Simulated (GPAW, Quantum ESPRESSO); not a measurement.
# Sn K ELNES/XANES of SnO2 (Cassiterite, P4_2/mnm) from DFT

Aim: the Sn K edge of SnO2 (Cassiterite, P4_2/mnm) by two routes, a Lanczos recursion (XSpectra) and a sum over empty bands (GPAW), to see which features are robust.

Main program and level: Quantum ESPRESSO 7.5; core-hole supercells, plane-wave PAW PBE (first program; GPAW 26.7.0 follows as the second).

**1. Set-up**

The structure is tetragonal, space group P4_2/mnm (No. 136). Conventional cell: a = 4.738 Å, b = 4.738 Å, c = 3.187 Å, α = 90.00°, β = 90.00°, γ = 90.00°. Sn has 6 O at 2.05 to 2.06 Å nearest. Nearest to O lie 3 Sn at 2.05 to 2.06 Å. Farther neighbours and most contacts between anions are not listed.

**2. Ground state of the crystal (Quantum ESPRESSO)**

A plain self-consistent run shows whether there is a gap, which decides the set-up of the core-hole run.

The input, scf.in:

```
&control
   calculation='scf', prefix='x', pseudo_dir='../pp', outdir='tmp', tprnfor=.true.
/
&system
   ibrav=0, nat=6, ntyp=3, nbnd=32
   ecutwfc=48, ecutrho=360
   occupations='smearing', smearing='mv', degauss=0.015
/
&electrons
   conv_thr=6.0e-08, electron_maxstep=120
   mixing_beta=0.5
/
ATOMIC_SPECIES
Sn3 1.0 Sn.pbe-dn-kjpaw.UPF
Sn 1.0 Sn.pbe-dn-kjpaw.UPF
O 1.0 O.pbe-n-kjpaw.UPF
CELL_PARAMETERS angstrom
  4.73800000 0.00000000 0.00000000
  0.00000000 4.73800000 0.00000000
  0.00000000 0.00000000 3.18650000
ATOMIC_POSITIONS crystal
Sn3  0.50000000 0.50000000 0.50000000
Sn   0.00000000 0.00000000 0.00000000
O    0.80710000 0.19290000 0.50000000
O    0.69290000 0.69290000 0.00000000
O    0.19290000 0.80710000 0.50000000
O    0.30710000 0.30710000 0.00000000
K_POINTS automatic
6 6 8 0 0 0
```

The input, Sn.pbe-dn-kjpaw.ld1.in:

```
&input
   title='Sn', zed=50., rel=1, iswitch=3, dft='PBE',
   config='[Kr] 5s2 5p2 4d10'
/
&inputp
   file_pseudopw='Sn.pbe-dn-kjpaw.UPF', author='',
   lpaw=.true.,
   pseudotype=3,
   lloc=-1,
   rcloc=1.9,
   which_augfun='PSQ',
   rmatch_augfun_nc=.true.,
   nlcc=.true.,
   new_core_ps=.true.,
   rcore=1.2,
   tm=.true.,
   lgipaw_reconstruction=.true., use_paw_as_gipaw=.true.
/
6
5S  1  0  2.00  0.00  1.80  2.00  0.0
5S  1  0  0.00  3.00  1.80  2.00  0.0
5P  2  1  2.00  0.00  2.00  2.30  0.0
5P  2  1  0.00  6.00  2.00  2.30  0.0
4D  3  2 10.00  0.00  1.30  1.60  0.0
4D  3  2  0.00  4.50  1.30  1.60  0.0
```

The input, O.pbe-n-kjpaw.ld1.in:

```
&input
   title='O', zed=8., rel=1, iswitch=3, dft='PBE',
   config='[He] 2s2 2p4'
/
&inputp
   file_pseudopw='O.pbe-n-kjpaw.UPF', author='',
   lpaw=.true.,
   pseudotype=3,
   lloc=-1,
   rcloc=1.1,
   which_augfun='PSQ',
   rmatch_augfun_nc=.true.,
   nlcc=.true.,
   new_core_ps=.true.,
   rcore=0.7,
   tm=.true.,
   lgipaw_reconstruction=.true., use_paw_as_gipaw=.true.
/
4
2S  1  0  2.00  0.00  1.00  1.30  0.0
2S  1  0  0.00  1.00  1.00  1.30  0.0
2P  2  1  4.00  0.00  0.90  1.35  0.0
2P  2  1  0.00  0.05  0.90  1.35  0.0
```

Started as:

```console
$ OMP_NUM_THREADS=1 mpirun --oversubscribe --bind-to none -np 4 pw.x -nk 4 -in scf.in > scf.out
```

The log of the run:

```text
     [... banner and references ...]
using ibrav=0 with symmetry is DISCOURAGED, use correct ibrav instead

     G-vector sticks info
     --------------------

     Using Slab Decomposition

     bravais-lattice index     =            0
     lattice parameter (alat)  =       8.9535  a.u.
     unit-cell volume          =     482.7259 (a.u.)^3
     number of atoms/cell      =            6
     number of atomic types    =            3
     number of electrons       =        52.00
     number of Kohn-Sham states=           32
     kinetic-energy cutoff     =      48.0000  Ry
     charge density cutoff     =     360.0000  Ry
     scf convergence threshold =      6.0E-08
     mixing beta               =       0.5000
     number of iterations used =            8  plain     mixing
     Exchange-correlation= SLA  PW   PBX  PBC
                           (   1   4   3   4   0   0   0)

     celldm(1)=   8.953522  celldm(2)=   0.000000  celldm(3)=   0.000000
     celldm(4)=   0.000000  celldm(5)=   0.000000  celldm(6)=   0.000000

     crystal axes: (cart. coord. in units of alat)
               a(1) = (   1.000000   0.000000   0.000000 )
               a(2) = (   0.000000   1.000000   0.000000 )
               a(3) = (   0.000000   0.000000   0.672541 )

     reciprocal axes: (cart. coord. in units 2 pi/alat)
               b(1) = (  1.000000  0.000000  0.000000 )
               b(2) = (  0.000000  1.000000  0.000000 )
               b(3) = (  0.000000  0.000000  1.486898 )

     PseudoPot. #1 for Sn:     Pseudo is Projector augmented-wave + core cor, Zval = 14.0

     PseudoPot. #2 for Sn:     Pseudo is Projector augmented-wave + core cor, Zval = 14.0

     ../pp/O.pbe-n-kjpaw.UPF
     Pseudo is Projector augmented-wave + core cor, Zval =  6.0
     Shape of augmentation charge: PSQ
     Using radial grid of 1095 points,  4 beta functions with:
                l(1) =   0
                l(2) =   0
                l(3) =   1
                l(4) =   1
     Q(r) pseudized with 0 coefficients

     atomic species   valence    mass     pseudopotential
     Sn3              14.00     1.00000     Sn( 1.00)
     Sn               14.00     1.00000     Sn( 1.00)
     O                 6.00     1.00000     O ( 1.00)

      8 Sym. Ops., with inversion, found

   Cartesian axes

     site n.     atom                  positions (alat units)
         1        Sn3    tau(   1) = (   0.5000000   0.5000000   0.3362706  )
         2        Sn     tau(   2) = (   0.0000000   0.0000000   0.0000000  )
         3        O      tau(   3) = (   0.8071000   0.1929000   0.3362706  )
         4        O      tau(   4) = (   0.6929000   0.6929000   0.0000000  )
         5        O      tau(   5) = (   0.1929000   0.8071000   0.3362706  )
         6        O      tau(   6) = (   0.3071000   0.3071000   0.0000000  )

     number of k points=    65  Marzari-Vanderbilt smearing, width (Ry)=  0.0150
                       cart. coord. in units 2pi/alat
        k(    1) = (   0.0000000   0.0000000   0.0000000), wk =   0.0069444
        k(    2) = (   0.0000000   0.0000000   0.1858622), wk =   0.0138889
        k(    3) = (   0.0000000   0.0000000   0.3717245), wk =   0.0138889
        k(    4) = (   0.0000000   0.0000000   0.5575867), wk =   0.0138889
        k(    5) = (   0.0000000   0.0000000  -0.7434489), wk =   0.0069444
[...]
k(   63) = (  -0.3333333   0.3333333  -0.3717245), wk =   0.0277778
        k(   64) = (  -0.3333333   0.3333333  -0.5575867), wk =   0.0277778
        k(   65) = (  -0.3333333   0.3333333   0.7434489), wk =   0.0138889

     Dense  grid:    55669 G-vectors     FFT dimensions: (  60,  60,  40)

     Smooth grid:    21627 G-vectors     FFT dimensions: (  40,  40,  27)

     Initial potential from superposition of free atoms

     starting charge      51.9972, renormalised to      52.0000
     Starting wfcs are   34 randomized atomic wfcs
[...]
k = 0.0000-0.5000-0.7434 (  2720 PWs)   bands (ev):

[...]
k = 0.1667 0.1667-0.7434 (  2698 PWs)   bands (ev):

[...]
k = 0.1667 0.3333-0.7434 (  2716 PWs)   bands (ev):

[...]
k = 0.1667-0.5000 0.0000 (  2712 PWs)   bands (ev):

[...]
k = 0.1667-0.5000-0.7434 (  2712 PWs)   bands (ev):

[...]
k = 0.3333 0.3333 0.1859 (  2723 PWs)   bands (ev):

[...]
k = 0.3333 0.3333 0.3717 (  2719 PWs)   bands (ev):

[...]
k = 0.3333 0.3333 0.5576 (  2701 PWs)   bands (ev):

[...]
k = 0.3333 0.3333-0.7434 (  2700 PWs)   bands (ev):

[...]
k = 0.3333-0.5000 0.1859 (  2738 PWs)   bands (ev):

[...]
k = 0.3333-0.5000 0.3717 (  2716 PWs)   bands (ev):

[...]
k = 0.3333-0.5000 0.5576 (  2702 PWs)   bands (ev):

[...]
k = 0.3333-0.5000-0.7434 (  2700 PWs)   bands (ev):

[...]
k =-0.5000-0.5000 0.0000 (  2692 PWs)   bands (ev):

[...]
k =-0.5000-0.5000 0.1859 (  2740 PWs)   bands (ev):

[...]
k =-0.5000-0.5000 0.3717 (  2712 PWs)   bands (ev):

[...]
k =-0.5000-0.5000 0.5576 (  2700 PWs)   bands (ev):

[...]
k =-0.5000-0.5000-0.7434 (  2672 PWs)   bands (ev):

[...]
k =-0.1667 0.1667 0.0000 (  2712 PWs)   bands (ev):

[...]
k =-0.1667 0.1667-0.1859 (  2711 PWs)   bands (ev):

[...]
k =-0.1667 0.1667-0.3717 (  2706 PWs)   bands (ev):

[...]
k =-0.1667 0.1667-0.5576 (  2701 PWs)   bands (ev):

[...]
k =-0.1667 0.1667 0.7434 (  2698 PWs)   bands (ev):

[...]
k =-0.1667 0.3333 0.0000 (  2722 PWs)   bands (ev):

[...]
k =-0.1667 0.3333-0.1859 (  2712 PWs)   bands (ev):

[...]
k =-0.1667 0.3333-0.3717 (  2712 PWs)   bands (ev):

[...]
k =-0.1667 0.3333-0.5576 (  2706 PWs)   bands (ev):

[...]
k =-0.1667 0.3333 0.7434 (  2716 PWs)   bands (ev):

[...]
k =-0.3333 0.3333 0.0000 (  2736 PWs)   bands (ev):

[...]
k =-0.3333 0.3333-0.1859 (  2723 PWs)   bands (ev):

[...]
k =-0.3333 0.3333-0.3717 (  2719 PWs)   bands (ev):

[...]
k =-0.3333 0.3333-0.5576 (  2701 PWs)   bands (ev):

[...]
k =-0.3333 0.3333 0.7434 (  2700 PWs)   bands (ev):

[...]
-10.2462 -10.2438  -7.7830  -7.4908  -6.0205  -5.8220   1.7802   2.1495
     4.7523   4.7578   5.1192   6.9979   7.0774   8.4696   8.5204   8.5815
     8.5932   8.7052  14.9687  15.2118  18.0191  19.0748  20.2786  20.7333

     the Fermi energy is    10.3901 ev

!    total energy              =   -1050.87714235 Ry
     total all-electron energy =    -25311.520281 Ry
     estimated scf accuracy    <          1.5E-09 Ry
     smearing contrib. (-TS)   =       0.00000001 Ry
     internal energy E=F+TS    =   -1050.87714235 Ry

     The total energy is F=E-TS. E is the sum of the following terms:
     one-electron contribution =    -120.85160793 Ry
     hartree contribution      =     104.58447562 Ry
     xc contribution           =    -126.87458649 Ry
     ewald contribution        =    -307.43393528 Ry
     one-center paw contrib.   =    -600.30148826 Ry

     convergence has been achieved in  14 iterations

     Forces acting on atoms (cartesian axes, Ry/au):

     atom    1 type  1   force =     0.00000000    0.00000000    0.00000000
     atom    2 type  2   force =     0.00000000    0.00000000    0.00000000
     atom    3 type  3   force =    -0.00834968    0.00834968    0.00000000
     atom    4 type  3   force =     0.00834936    0.00834936    0.00000000
     atom    5 type  3   force =     0.00834968   -0.00834968    0.00000000
     atom    6 type  3   force =    -0.00834936   -0.00834936    0.00000000

     Total force =     0.023616     Total SCF correction =     0.000014

     XML data file, charge density, pseudopotentials, collected wavefunctions

=------------------------------------------------------------------------------=
   JOB DONE.
=------------------------------------------------------------------------------=
```

Elapsed: 46 s, on 4 MPI ranks of Arm Neoverse V1, shared host; peak memory 0.15 GiB.

Absorbing atoms carry a label of their own (element plus a letter or digit), as the spectrum program needs them as separate species.

The mesh shows a gap of 1.25 eV, so the hole is first treated in a charged cell, without the excited electron.

**3. Spectrum without a core hole, Sn atom 1 (Quantum ESPRESSO)**

This cheap baseline ignores the attraction of the hole: it shows the absorber's empty states as they are in the ground state.

The absorber has 6 O at 2.05 Å (distorted octahedral, site symmetry mmm).

The input, xspectra.in:

```
&input_xspectra
   calculation='xanes_dipole', edge='K'
   prefix='x', outdir='tmp', xiabs=1, xe0=10.2523
   xonly_plot=.false., x_save_file='xanes.sav'
   xniter=3000, xcheck_conv=20, xerror=0.005
   xcoordcrys=.false., xepsilon(1)=1, xepsilon(2)=0, xepsilon(3)=0
/
&plot
   xnepoint=501, xemin=-10, xemax=70, terminator=.true., cut_occ_states=.true.
   xgamma=0.4
/
&pseudos
   filecore='../Sn.wfc'
/
&cut_occ
   cut_desmooth=0.1, cut_stepl=0.05, cut_stepu=0.05, cut_ierror=1e-5
/
4 4 6 0 0 0
```

Started as:

```console
$ OMP_NUM_THREADS=1 mpirun --oversubscribe --bind-to none -np 4 xspectra.x -nk 4 -in xspectra.in > xspectra.out
```

The log of the run:

```text
     [... banner and references ...]
Reading input_file

     calculation: xanes_dipole

     xepsilon  [cartesian coordinates]:   1.000000   0.000000   0.000000

     xonly_plot: FALSE
        => complete calculation: Lanczos + spectrum plot

     filecore (core-wavefunction file): ../Sn.wfc

     main plot parameters:
        cut_occ_states: TRUE
        gamma_mode:  constant
        -> using xgamma [eV]:  0.40
        xemin [eV]: -10.00
        xemax [eV]:  70.00
        xnepoint:  501
        xe0 [eV]:  10.252300 (energy zero read in input file)

[...]
x_save_file name:
     ->  xanes.sav
     x_save_file version:  2

     ... End STEP 1 ...

     ... Begin STEP 2 ...

     The spectrum is calculated using the following parameters:
        xe0 [eV]:   10.2523
        the occupied states are elimintate from the spectrum
        xemin [eV]: -10.00
        xemax [eV]:  70.00
        xnepoint:  501
        constant broadening parameter [eV]:    0.400
        Core level energy [eV]: -0.2920E+05
         (from electron binding energy of neutral atoms in X-ray data booklet)

     Cross-section successfully written in xanes.dat

     ... End STEP 2 ...

                                END JOB XSpectra
```

Elapsed: 38 s, on 4 MPI ranks; peak memory 0.11 GiB.

The core hole lives too briefly for so narrow a line (tabulated full width 8.5 eV). The run keeps xgamma small, and the tables are broadened afterwards: Lorentzian half width 4.25 eV (not a setting of the program: the run's 0.4 eV curve was folded afterwards with a further Lorentzian).

The Sn K spectrum, Sn atom 1, no core hole (energy from the lowest empty level; intensity scaled to a mean of 1 over the first 20 eV; folded afterwards to Lorentzian half width 4.25 eV; the points at xe0, where the cut of filled states can leave a spike, are interpolated; polarised curves are means over the symmetry-equivalent atoms):

```tsv
E (eV)	isotropic	ε ⊥ c	ε ∥ c
-2.0	0.23	0.24	0.22
-1.5	0.25	0.26	0.23
-1.0	0.27	0.28	0.25
-0.5	0.29	0.30	0.27
0.0	0.32	0.33	0.29
0.5	0.34	0.36	0.31
1.0	0.37	0.39	0.34
1.5	0.41	0.43	0.37
2.0	0.45	0.47	0.40
2.5	0.49	0.51	0.44
3.0	0.54	0.57	0.47
3.5	0.59	0.62	0.52
4.0	0.64	0.68	0.57
4.5	0.70	0.75	0.62
5.0	0.77	0.82	0.67
5.5	0.84	0.89	0.74
6.0	0.91	0.96	0.81
6.5	0.98	1.03	0.88
7.0	1.05	1.10	0.96
7.5	1.12	1.16	1.04
8.0	1.18	1.22	1.12
8.5	1.24	1.26	1.20
9.0	1.30	1.30	1.28
9.5	1.34	1.33	1.35
10.0	1.37	1.34	1.42
10.5	1.39	1.35	1.46
11.0	1.39	1.34	1.49
11.5	1.38	1.32	1.51
12.0	1.36	1.30	1.50
12.5	1.34	1.27	1.48
13.0	1.31	1.24	1.45
13.5	1.28	1.21	1.41
14.0	1.24	1.18	1.36
14.5	1.21	1.16	1.32
15.0	1.18	1.13	1.28
15.5	1.15	1.11	1.24
16.0	1.13	1.09	1.21
16.5	1.11	1.07	1.18
17.0	1.09	1.05	1.15
17.5	1.07	1.03	1.13
18.0	1.05	1.02	1.11
18.5	1.03	1.00	1.09
19.0	1.01	0.99	1.07
19.5	0.99	0.97	1.04
20.0	0.98	0.95	1.02
20.5	0.96	0.94	1.01
21.0	0.95	0.93	0.99
21.5	0.94	0.92	0.97
22.0	0.93	0.91	0.96
22.5	0.92	0.91	0.95
23.0	0.92	0.91	0.94
23.5	0.92	0.91	0.93
24.0	0.92	0.92	0.92
24.5	0.92	0.92	0.92
25.0	0.92	0.92	0.91
25.5	0.92	0.93	0.91
26.0	0.92	0.93	0.90
26.5	0.92	0.93	0.90
27.0	0.91	0.92	0.89
27.5	0.91	0.92	0.88
28.0	0.90	0.91	0.87
28.5	0.89	0.90	0.85
29.0	0.87	0.90	0.83
29.5	0.86	0.88	0.81
30.0	0.85	0.87	0.79
30.5	0.83	0.86	0.77
31.0	0.82	0.85	0.75
31.5	0.80	0.84	0.73
32.0	0.79	0.83	0.71
```

Main maxima below 30 eV (height): 11.0 eV (1.39). A K edge sees empty p states on the absorber.

**4. Supercell without a hole, the energy reference (Quantum ESPRESSO)**

The photon energy needs a difference of total energies, so the cell and mesh of the coming hole run are first run without a hole.

The input, scf.in:

```
&control
   calculation='scf', prefix='x', pseudo_dir='../pp', outdir='tmp', tprnfor=.true.
/
&system
   ibrav=0, nat=24, ntyp=2, nbnd=108
   ecutwfc=48, ecutrho=360
   occupations='fixed'
/
&electrons
   conv_thr=2.4e-07, electron_maxstep=120
   mixing_beta=0.5
/
ATOMIC_SPECIES
Sn 1.0 Sn.pbe-dn-kjpaw.UPF
O 1.0 O.pbe-n-kjpaw.UPF
CELL_PARAMETERS angstrom
  -4.73800000 4.73800000 0.00000000
  -4.73800000 -4.73800000 0.00000000
  4.73800000 0.00000000 6.37300000
ATOMIC_POSITIONS crystal
Sn   0.12500000 0.62500000 0.25000000
Sn   0.62500000 0.12500000 0.25000000
Sn   0.37500000 0.87500000 0.75000000
Sn   0.87500000 0.37500000 0.75000000
Sn   0.00000000 0.00000000 0.00000000
Sn   0.50000000 0.50000000 0.00000000
Sn   0.25000000 0.25000000 0.50000000
Sn   0.75000000 0.75000000 0.50000000
O    0.81790000 0.62500000 0.25000000
O    0.31790000 0.12500000 0.25000000
O    0.06790000 0.87500000 0.75000000
O    0.56790000 0.37500000 0.75000000
O    0.00000000 0.30710000 0.00000000
O    0.50000000 0.80710000 0.00000000
O    0.25000000 0.55710000 0.50000000
O    0.75000000 0.05710000 0.50000000
O    0.43210000 0.62500000 0.25000000
O    0.93210000 0.12500000 0.25000000
O    0.68210000 0.87500000 0.75000000
O    0.18210000 0.37500000 0.75000000
O    0.00000000 0.69290000 0.00000000
O    0.50000000 0.19290000 0.00000000
O    0.25000000 0.94290000 0.50000000
O    0.75000000 0.44290000 0.50000000
K_POINTS automatic
3 3 3 0 0 0
```

Started as:

```console
$ OMP_NUM_THREADS=1 mpirun --oversubscribe --bind-to none -np 4 pw.x -nk 4 -in scf.in > scf.out
```

The log of the run:

```text
     [... banner and references ...]
[banner, memory and clock lines left out]
Found identity + ( -0.5000  0.5000  0.0000) symmetry
     This is a supercell, fractional translations are disabled
     using ibrav=0 with symmetry is DISCOURAGED, use correct ibrav instead

     G-vector sticks info

     bravais-lattice index     =            0
     lattice parameter (alat)  =      12.6622  a.u.
     unit-cell volume          =    1930.9038 (a.u.)^3
     number of atoms/cell      =           24
[...]
Forces acting on atoms (cartesian axes, Ry/au):

     atom    1 type  1   force =    -0.00000000    0.00000000   -0.00000527
     atom    2 type  1   force =    -0.00000000    0.00000000   -0.00000704
     atom    3 type  1   force =     0.00000000    0.00000000    0.00000704
[...]
atom   23 type  2   force =    -0.00834517   -0.00834517    0.00000009
     atom   24 type  2   force =    -0.00834517   -0.00834517   -0.00000009

     Total force =     0.047196     Total SCF correction =     0.000157

     XML data file, charge density, pseudopotentials, collected wavefunctions
[key lines of the parts left out:]
!    total energy              =   -4203.50837002 Ry
convergence has been achieved in  19 iterations
```

Wall time 3.2 min (4 MPI ranks); peak memory 0.45 GiB.

Reference energy: -1377523.107 eV with the cores included.

(Part 1 of 6 ends here.)

[Banner, clock and machine lines of the logs are left out without a mark of their own.]

[Logs are printed without paths, hosts, clocks, repeated set-up lines and the standing remarks that a program may print on its own settings, such as how far it seeks lower states.]

[Hosts, paths, dates, database ids (printed as entryN), source tags and the programs' standing remarks are cut or masked in the printed files.]

[Lists of maxima count a maximum above −3 eV only where it reaches 4 % of the highest in the window and stands out from its surroundings by 2 % of it (1.5 % where it reaches 55 %); shoulders and weaker maxima are passed over, and of the rest the first, up to two pre-edge ones and the few strongest are named.]
